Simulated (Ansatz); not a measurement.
# P on Ta(110): change of the work function, part 2 of 4

Wanted: Δφ(θ) for P/Ta(110), starting from the hollow site.

Ansatz 0.2.0; plane-wave DFT, PBE, Ansatz PAW.

So far, work function, upper face (eV): step 2 (the clean slab) 4.77.

**3. The covered slab, k-mesh 4×4×1, coverage 0.111 ML**

System of this step: Ta36P (P/Ta(110)). The cell holds 37 atoms: 36 Ta and 1 P. Cell: a = 8.600 Å, b = 8.600 Å, c = 27.301 Å, α = 90.0°, β = 90.0°, γ = 70.5°. Vacuum lies along c.

The clean slab as it ended is repeated in the plane and the adsorbate is set on one face; the cell's size fixes the coverage, and the k-mesh shrinks with it to keep the sampling density about even. Adsorbate and upper layers relax, since the dipole depends on the height.

The input, input.yaml:

```yaml
crystal:
  lattice:
    - [7.0215703371, -4.965, 0.0]
    - [7.0215703371, 4.965, 0.0]
    - [0.0, 0.0, 27.3007348452]
  atoms:
    - { symbol: Ta, position: [0.0, 0.0, 0.329661456] }
    - { symbol: Ta, position: [0.1666666667, 0.1666666667, 0.415392608] }
    - { symbol: Ta, position: [0.0, 0.0, 0.5012116042] }
    - { symbol: Ta, position: [0.1666666667, 0.1666666667, 0.5836032313] }
    - { symbol: Ta, position: [0.0, 0.3333333333, 0.329661456] }
    - { symbol: Ta, position: [0.1666666667, 0.5, 0.415392608] }
    - { symbol: Ta, position: [0.0, 0.3333333333, 0.5012116042] }
    - { symbol: Ta, position: [0.1666666667, 0.5, 0.5836032313] }
    - { symbol: Ta, position: [0.0, 0.6666666667, 0.329661456] }
    - { symbol: Ta, position: [0.1666666667, 0.8333333333, 0.415392608] }
    - { symbol: Ta, position: [0.0, 0.6666666667, 0.5012116042] }
    - { symbol: Ta, position: [0.1666666667, 0.8333333333, 0.5836032313] }
    - { symbol: Ta, position: [0.3333333333, 0.0, 0.329661456] }
    - { symbol: Ta, position: [0.5, 0.1666666667, 0.415392608] }
    - { symbol: Ta, position: [0.3333333333, 0.0, 0.5012116042] }
    - { symbol: Ta, position: [0.5, 0.1666666667, 0.5836032313] }
    - { symbol: Ta, position: [0.3333333333, 0.3333333333, 0.329661456] }
    - { symbol: Ta, position: [0.5, 0.5, 0.415392608] }
    - { symbol: Ta, position: [0.3333333333, 0.3333333333, 0.5012116042] }
    - { symbol: Ta, position: [0.5, 0.5, 0.5836032313] }
    - { symbol: Ta, position: [0.3333333333, 0.6666666667, 0.329661456] }
    - { symbol: Ta, position: [0.5, 0.8333333333, 0.415392608] }
    - { symbol: Ta, position: [0.3333333333, 0.6666666667, 0.5012116042] }
    - { symbol: Ta, position: [0.5, 0.8333333333, 0.5836032313] }
    - { symbol: Ta, position: [0.6666666667, 0.0, 0.329661456] }
    - { symbol: Ta, position: [0.8333333333, 0.1666666667, 0.415392608] }
    - { symbol: Ta, position: [0.6666666667, 0.0, 0.5012116042] }
    - { symbol: Ta, position: [0.8333333333, 0.1666666667, 0.5836032313] }
    - { symbol: Ta, position: [0.6666666667, 0.3333333333, 0.329661456] }
    - { symbol: Ta, position: [0.8333333333, 0.5, 0.415392608] }
    - { symbol: Ta, position: [0.6666666667, 0.3333333333, 0.5012116042] }
    - { symbol: Ta, position: [0.8333333333, 0.5, 0.5836032313] }
    - { symbol: Ta, position: [0.6666666667, 0.6666666667, 0.329661456] }
    - { symbol: Ta, position: [0.8333333333, 0.8333333333, 0.415392608] }
    - { symbol: Ta, position: [0.6666666667, 0.6666666667, 0.5012116042] }
    - { symbol: Ta, position: [0.8333333333, 0.8333333333, 0.5836032313] }
    - { symbol: P, position: [0.28, 0.28, 0.670338544] }
kpoints:
  mp_grid: { grid: [4, 4, 1] }
hamiltonian:
  xc: pbe
scf:
  occupations: { method: fermi_dirac, width: 0.1 }
  convergence: { dr2_threshold: 1.0e-08 }
efield:
  axis: 3
  dipole_correction: true
  ramp_position: 0.97
  ramp_width: 0.06
relax:
  f_tol: 0.02
  max_steps: 60
  constraints:
    - { sites: [0, 1, 4, 5, 8, 9, 12, 13, 16, 17, 20, 21, 24, 25, 28, 29, 32, 33] }
output:
  write_potential: true
  write_density: true
  volumetric_format: npy
```

On the command line:

```console
ansatz run input.yaml --threads 4 --pin off --max-ram 16384MiB --backend cpu --events-out ev --progress --plain --runs-dir out
```

Numbers of over 12 decimals in the logs are rounded to 6 here.

Log:

```text
[...]
Crystal: 37 atoms, lattice volume = 1903.522 Å³
Basis set: ecut = 420 eV, 37269 PW (Γ), exchange–correlation on 120×120×384 points (8 copies of the dense FFT grid, shifted against one another)
Bands: 284, of which v1, the nominal top of the filled ones, is band 237 counted from 1 (236 counted from 0)
Symmetry: 2 space group operations
[...]
k-points: 7 of 16 (time reversal used)
[...]
SCF iter   1: F=—  HF=-358297.709832 eV  |F-HF|=—  |Δ(HF+E_count)|=         —  Δρ=6.42e-3  dr2=1.60e1  ethr=1.77e-3  p=-0.127 e·Å  D=-1.21e-2 V/Å  ΔV_dip=0.33 eV  dr2_dipole=1.03e-1  V_vac-E_F(+/−)=5.33/5.00 eV  ⟨swp⟩=13.3  Hψ=10972  notcnv=0
[...]
SCF iter  10: F=-358297.195953 eV  HF=-358297.195953 eV  |F-HF|=9.55e-9  |Δ(HF+E_count)|=   3.42e-8  Δρ=1.60e-7  dr2=7.98e-10  ethr=2.11e-12  p=-0.112 e·Å  D=-1.06e-2 V/Å  ΔV_dip=0.29 eV  dr2_dipole=1.26e-11  V_vac-E_F(+/−)=5.10/4.81 eV  ⟨swp⟩=10.0  Hψ=12937  notcnv=0
SCF 1 converged in 10 iterations: F = -358297.195953 eV  dr2 = 7.98e-10
[...]
relax step   1: F+E_penalty+E_count = -358297.19595328 eV  Δ(F+E_penalty+E_count) = +0.000e0 eV  max|allowed force component| = 3.542e0 eV/Å  Δτ_max = 0.0000 Å  (10 SCF iters, accepted)
[...]
SCF iter   9: F=-358298.086999 eV  HF=-358298.086999 eV  |F-HF|=2.07e-8  |Δ(HF+E_count)|=   1.04e-7  Δρ=4.81e-7  dr2=9.91e-9  ethr=2.11e-12  p=-0.098 e·Å  D=-9.29e-3 V/Å  ΔV_dip=0.25 eV  dr2_dipole=2.26e-11  V_vac-E_F(+/−)=5.06/4.80 eV  ⟨swp⟩=11.0  Hψ=15233  notcnv=0
SCF 2 converged in 9 iterations: F = -358298.086999 eV  dr2 = 9.91e-9
relax step   2: F+E_penalty+E_count = -358298.08699934 eV  Δ(F+E_penalty+E_count) = -8.910e-1 eV  max|allowed force component| = 2.625e0 eV/Å  Δτ_max = 0.1949 Å  (9 SCF iters, accepted)
SCF iter   1: F=—  HF=-358298.579538 eV  |F-HF|=—  |Δ(HF+E_count)|=         —  Δρ=2.23e-3  dr2=5.01e-1  ethr=1.22e-3  p=-0.098 e·Å  D=-9.29e-3 V/Å  ΔV_dip=0.25 eV  dr2_dipole=4.35e-2  V_vac-E_F(+/−)=5.06/4.80 eV  ⟨swp⟩=5.9  Hψ=3940  notcnv=0  defer=3
[...]
SCF iter   9: F=-358298.524671 eV  HF=-358298.524671 eV  |F-HF|=2.39e-8  |Δ(HF+E_count)|=   6.79e-8  Δρ=4.49e-7  dr2=9.86e-9  ethr=2.11e-12  p=-0.062 e·Å  D=-5.87e-3 V/Å  ΔV_dip=0.16 eV  dr2_dipole=5.12e-12  V_vac-E_F(+/−)=4.96/4.80 eV  ⟨swp⟩=11.0  Hψ=15290  notcnv=0
SCF 3 converged in 9 iterations: F = -358298.524671 eV  dr2 = 9.86e-9
[...]
relax step   3: F+E_penalty+E_count = -358298.52467077 eV  Δ(F+E_penalty+E_count) = -4.377e-1 eV  max|allowed force component| = 8.848e-1 eV/Å  Δτ_max = 0.1950 Å  (9 SCF iters, accepted)
[...]
relax step   4: F+E_penalty+E_count = -358298.72142352 eV  Δ(F+E_penalty+E_count) = -1.968e-1 eV  max|allowed force component| = 6.200e-1 eV/Å  Δτ_max = 0.1948 Å  (9 SCF iters, accepted)
[...]
relax step   5: F+E_penalty+E_count = -358298.86253267 eV  Δ(F+E_penalty+E_count) = -1.411e-1 eV  max|allowed force component| = 4.324e-1 eV/Å  Δτ_max = 0.1941 Å  (9 SCF iters, accepted)
[...]
relax step   6: F+E_penalty+E_count = -358298.95146928 eV  Δ(F+E_penalty+E_count) = -8.894e-2 eV  max|allowed force component| = 1.984e-1 eV/Å  Δτ_max = 0.1990 Å  (9 SCF iters, accepted)
[...]
relax step   7: F+E_penalty+E_count = -358298.97548906 eV  Δ(F+E_penalty+E_count) = -2.402e-2 eV  max|allowed force component| = 5.949e-2 eV/Å  Δτ_max = 0.1799 Å  (9 SCF iters, accepted)
[...]
relax step   8: F+E_penalty+E_count = -358298.97715216 eV  Δ(F+E_penalty+E_count) = -1.663e-3 eV  max|allowed force component| = 2.842e-2 eV/Å  Δτ_max = 0.0136 Å  (8 SCF iters, accepted)
SCF iter   1: F=—  HF=-358298.977222 eV  |F-HF|=—  |Δ(HF+E_count)|=         —  Δρ=1.39e-4  dr2=8.25e-4  ethr=1.69e-6  p=-0.023 e·Å  D=-2.23e-3 V/Å  ΔV_dip=0.06 eV  dr2_dipole=1.29e-7  V_vac-E_F(+/−)=4.85/4.79 eV  ⟨swp⟩=2.4  Hψ=3200  notcnv=0  defer=3
[...]
SCF iter   7: F=-358298.977316 eV  HF=-358298.977316 eV  |F-HF|=1.18e-8  |Δ(HF+E_count)|=   3.49e-8  Δρ=1.89e-7  dr2=1.09e-9  ethr=2.11e-12  p=-0.023 e·Å  D=-2.22e-3 V/Å  ΔV_dip=0.06 eV  dr2_dipole=3.92e-13  V_vac-E_F(+/−)=4.85/4.79 eV  ⟨swp⟩=10.9  Hψ=14636  notcnv=0
SCF 9 converged in 7 iterations: F = -358298.977316 eV  dr2 = 1.09e-9
relax step   9: F+E_penalty+E_count = -358298.97731644 eV  Δ(F+E_penalty+E_count) = -1.643e-4 eV  max|allowed force component| = 6.310e-3 eV/Å  Δτ_max = 0.0046 Å  (7 SCF iters, accepted)
NSCF: frozen V_eff on 7 k-points
[...]
SCF converged after 7 iterations
Free energy (F): -358298.977316 eV
[...]
Internal energy: -358297.289603 eV  (E = F + TS)
E sigma→0 (E₀):  -358298.133460 eV
Entropy (-TS):   -1.687713 eV (-45.614 meV/atom)
Fermi energy:    3.450256 eV
Dipole field:    D = -0.002219 V/Å  (p = -0.023340 e·Å, saw-weighted, corrected)
Work function:   Φ+ = 4.8528 eV   Φ− = 4.7922 eV
[...]
--- Forces (eV/Å), atoms counted from 1 ---
  atom   1  Ta     0.00891050     0.00000000     0.38062541
  atom   2  Ta     0.04326446     0.00000000    -0.42591560
  atom   3  Ta     0.00173080     0.00000000    -0.00076072
  atom   4  Ta    -0.00331868     0.00000000    -0.00043067
  atom   5  Ta     0.00029469    -0.03653657     0.41765737
  atom   6  Ta    -0.00026734    -0.01568771    -0.37991101
  atom   7  Ta     0.00211352    -0.00076551    -0.00196743
  atom   8  Ta     0.00314230    -0.00140225     0.00204259
  atom   9  Ta     0.00003707     0.00992949     0.40850881
  atom  10  Ta     0.00777730    -0.01037116    -0.34372033
  atom  11  Ta    -0.00135381    -0.00114520     0.00093825
  atom  12  Ta     0.00130866     0.00030638     0.00017250
  atom  13  Ta     0.00029469     0.03653657     0.41765737
  atom  14  Ta    -0.00026734     0.01568771    -0.37991101
  atom  15  Ta     0.00211352     0.00076551    -0.00196743
  atom  16  Ta     0.00314230     0.00140225     0.00204259
  atom  17  Ta    -0.00002138     0.00000000     0.41358451
  atom  18  Ta    -0.04427824     0.00000000    -0.42728186
  atom  19  Ta    -0.00631042     0.00000000    -0.00172372
  atom  20  Ta     0.00078454     0.00000000    -0.00299453
  atom  21  Ta    -0.00018536    -0.03643164     0.41685574
  atom  22  Ta    -0.00807350     0.01080036    -0.34270843
  atom  23  Ta     0.00019900     0.00004541     0.00291454
  atom  24  Ta    -0.00254555     0.00029199     0.00012862
  atom  25  Ta     0.00003707    -0.00992949     0.40850881
  atom  26  Ta     0.00777730     0.01037116    -0.34372033
  atom  27  Ta    -0.00135381     0.00114520     0.00093825
  atom  28  Ta     0.00130866    -0.00030638     0.00017250
  atom  29  Ta    -0.00018536     0.03643164     0.41685574
  atom  30  Ta    -0.00807350    -0.01080036    -0.34270843
  atom  31  Ta     0.00019900    -0.00004541     0.00291454
  atom  32  Ta    -0.00254555    -0.00029199     0.00012862
  atom  33  Ta    -0.00891682     0.00000000     0.38021580
  atom  34  Ta     0.00005143     0.00000000    -0.67559953
  atom  35  Ta     0.00230200     0.00000000    -0.00096681
  atom  36  Ta    -0.00176720     0.00000000     0.00132399
  atom  37  P      0.00267956     0.00000000    -0.00189832
  max |Σ_I F_I| component: 4.48e-6 eV/Å
--- Band table (eV; the first three rows and the last of 7) ---
  k-point 0: bands = [... 233 lower, 3.3689, 3.3844, 3.3932, 3.3947, 3.4649, 3.4784, 3.5395, 3.6957, ... 43 higher]
  k-point 1: bands = [... 233 lower, 3.3428, 3.3511, 3.4085, 3.4433, 3.5246, 3.5971, 3.6226, 3.6508, ... 43 higher]
  k-point 2: bands = [... 233 lower, 3.3351, 3.3524, 3.3611, 3.4819, 3.4844, 3.5017, 3.5178, 3.5644, ... 43 higher]
  k-point 6: bands = [... 233 lower, 3.2866, 3.2949, 3.4249, 3.4378, 3.4494, 3.4687, 3.4799, 3.5561, ... 43 higher]
--- Relaxed structure (9 steps of the walk, 9 accepted, 0 SCFs on fresh bases) ---
  F+E_penalty+E_count = -358298.97731644 eV   max|allowed force component| = 6.310e-3 eV/Å
  atoms:
    - { symbol: Ta, position: [0.0, 0.0, 0.329661] }
    - { symbol: Ta, position: [0.1666666667, 0.1666666667, 0.415392608] }
    - { symbol: Ta, position: [0.00108637, 0.00108637, 0.501174] }
    - { symbol: Ta, position: [0.169870, 0.169870, 0.587096] }
    - { symbol: Ta, position: [0.0, 0.3333333333, 0.329661] }
    - { symbol: Ta, position: [0.1666666667, 0.5, 0.415392608] }
    - { symbol: Ta, position: [0.000121191, 0.332970, 0.501789] }
    - { symbol: Ta, position: [0.152086, 0.514479, 0.584244] }
    - { symbol: Ta, position: [0.0, 0.6666666667, 0.329661] }
    - { symbol: Ta, position: [0.166667, 0.833333, 0.415392608] }
    - { symbol: Ta, position: [-0.0028481, 0.669510, 0.499724] }
    - { symbol: Ta, position: [0.166199, 0.838163, 0.583881] }
    - { symbol: Ta, position: [0.3333333333, 0.0, 0.329661] }
    - { symbol: Ta, position: [0.5, 0.1666666667, 0.415392608] }
    - { symbol: Ta, position: [0.332970, 0.000121191, 0.501789] }
    - { symbol: Ta, position: [0.514479, 0.152086, 0.584244] }
    - { symbol: Ta, position: [0.3333333333, 0.3333333333, 0.329661] }
    - { symbol: Ta, position: [0.5, 0.5, 0.415392608] }
    - { symbol: Ta, position: [0.333356, 0.333356, 0.501501] }
    - { symbol: Ta, position: [0.496687, 0.496687, 0.587113] }
    - { symbol: Ta, position: [0.333333, 0.6666666667, 0.329661] }
    - { symbol: Ta, position: [0.5, 0.833333, 0.415392608] }
    - { symbol: Ta, position: [0.333673, 0.666496, 0.501768] }
    - { symbol: Ta, position: [0.500546, 0.828353, 0.583885] }
    - { symbol: Ta, position: [0.6666666667, 0.0, 0.329661] }
    - { symbol: Ta, position: [0.833333, 0.166667, 0.415392608] }
    - { symbol: Ta, position: [0.669510, -0.0028481, 0.499724] }
    - { symbol: Ta, position: [0.838163, 0.166199, 0.583881] }
    - { symbol: Ta, position: [0.6666666667, 0.333333, 0.329661] }
    - { symbol: Ta, position: [0.833333, 0.5, 0.415392608] }
    - { symbol: Ta, position: [0.666496, 0.333673, 0.501768] }
    - { symbol: Ta, position: [0.828353, 0.500546, 0.583885] }
    - { symbol: Ta, position: [0.6666666667, 0.6666666667, 0.329661] }
    - { symbol: Ta, position: [0.8333333333, 0.8333333333, 0.415392608] }
    - { symbol: Ta, position: [0.665539, 0.665539, 0.501164] }
    - { symbol: Ta, position: [0.833373, 0.833373, 0.583664] }
    - { symbol: P, position: [0.333190, 0.333190, 0.643850] }
```

Wall time 24 min (4 threads of Arm Neoverse V1, shared host); peak memory 9.7 GiB.

Step by step:

```
step  energy less that of the first step (eV)  largest force component (eV/Å)
   1                                   0.0000                          3.5420
   2                                  -0.8910                          2.6250
   3                                  -1.3287                          0.8848
   4                                  -1.5255                          0.6200
   5                                  -1.6666                          0.4324
   6                                  -1.7555                          0.1984
   7                                  -1.7795                          0.0595
   8                                  -1.7812                          0.0284
   9                                  -1.7814                          0.0063
```

The run keeps the 2 symmetry operations that it works with, so distortions that break them were not tested.

The atoms that moved most (Å):

```
atom      dx      dy      dz  length
 P37   0.747   0.000  -0.723   1.040
 Ta8  -0.001   0.144   0.017   0.145
Ta16  -0.001  -0.144   0.017   0.145
Ta20  -0.047   0.000   0.096   0.107
 Ta4   0.045   0.000   0.095   0.105
Ta27   0.000  -0.028  -0.041   0.049
Ta11   0.000   0.028  -0.041   0.049
Ta24  -0.031  -0.027   0.008   0.042
```

The relaxed structure:

```xyz
37
Lattice="7.0216 -4.9650 0.0000 7.0216 4.9650 0.0000 0.0000 0.0000 27.3007" Properties=species:S:1:pos:R:3
Ta    0.0000    0.0000    9.0000
Ta    2.3405    0.0000   11.3405
Ta    0.0153    0.0000   13.6824
Ta    2.3855    0.0000   16.0282
Ta    2.3405    1.6550    9.0000
Ta    4.6810    1.6550   11.3405
Ta    2.3388    1.6526   13.6992
Ta    4.6803    1.7993   15.9503
Ta    4.6810    3.3100    9.0000
Ta    7.0216    3.3100   11.3405
Ta    4.6810    3.3383   13.6428
Ta    7.0522    3.3363   15.9404
Ta    2.3405   -1.6550    9.0000
Ta    4.6810   -1.6550   11.3405
Ta    2.3388   -1.6526   13.6992
Ta    4.6803   -1.7993   15.9503
Ta    4.6810    0.0000    9.0000
Ta    7.0216    0.0000   11.3405
Ta    4.6814    0.0000   13.6914
Ta    6.9750    0.0000   16.0286
Ta    7.0216    1.6550    9.0000
Ta    9.3621    1.6550   11.3405
Ta    7.0228    1.6525   13.6986
Ta    9.3310    1.6276   15.9405
Ta    4.6810   -3.3100    9.0000
Ta    7.0216   -3.3100   11.3405
Ta    4.6810   -3.3383   13.6428
Ta    7.0522   -3.3363   15.9404
Ta    7.0216   -1.6550    9.0000
Ta    9.3621   -1.6550   11.3405
Ta    7.0228   -1.6525   13.6986
Ta    9.3310   -1.6276   15.9405
Ta    9.3621    0.0000    9.0000
Ta   11.7026    0.0000   11.3405
Ta    9.3463    0.0000   13.6822
Ta   11.7032    0.0000   15.9345
P     4.6790    0.0000   17.5776
```

Numbers from this step:

* energy at zero smearing: -358298.1335 eV
* work function, upper face: 4.853 eV
* work function, lower face: 4.792 eV
* dipole along the normal: -0.02334 e·Å
* step between the vacuum levels: 0.06057 eV

Running mean over 2.341 Å of the planar mean; the ramp of the sawtooth is left out. Table of electron's electrostatic potential energy less the Fermi level by z:

```
z (Å)  electron's electrostatic potential energy less the Fermi level (eV)
  3.5                                                                 4.79
  4.0                                                                 4.79
  4.5                                                                 4.79
  5.0                                                                 4.77
  5.5                                                                 4.73
  6.0                                                                 4.60
  6.5                                                                 4.19
  7.0                                                                 2.95
  7.5                                                               -0.260
  8.0                                                                -5.20
  8.5                                                                -8.90
  9.0                                                                -10.1
  9.5                                                                -10.1
 10.0                                                                -10.0
 10.5                                                                -10.0
 11.0                                                                -9.98
 11.5                                                                -9.98
 12.0                                                                -9.97
 12.5                                                                -9.96
 13.0                                                                -9.96
 13.5                                                                -9.99
 14.0                                                                -10.2
 14.5                                                                -10.5
 15.0                                                                -10.6
 15.5                                                                -10.4
 16.0                                                                -10.3
 16.5                                                                -9.24
 17.0                                                                -5.67
 17.5                                                               -0.883
 18.0                                                                 2.14
 18.5                                                                 3.52
 19.0                                                                 4.31
 19.5                                                                 4.70
 20.0                                                                 4.81
 20.5                                                                 4.84
 21.0                                                                 4.85
 21.5                                                                 4.85
 22.0                                                                 4.85
 22.5                                                                 4.85
 23.0                                                                 4.85
 23.5                                                                 4.85
 24.0                                                                 4.85
```

The relaxation took 9 steps and lowered the energy by 1.8 eV; the largest force on the free atoms ends at 0.0063 eV/Å.

The covered face has 4.85 eV, +0.09 eV against the clean one; the bare back face has moved by -0.03 eV, a measure of how thin the slab is.

(Continued in part 3 of 4.)

[Logs are printed without paths, hosts, clocks, repeated set-up lines and the standing remarks that a program may print on its own settings, such as how far it seeks lower states.]

[Hosts, paths, dates, database ids (printed as entryN), source tags and the programs' standing remarks are cut or masked in the printed files.]

[Maps of the electrostatic potential energy from Ansatz leave out the sawtooth potential of an applied field or a dipole correction, so their vacuum need not be flat; planar profiles and work functions include it.]
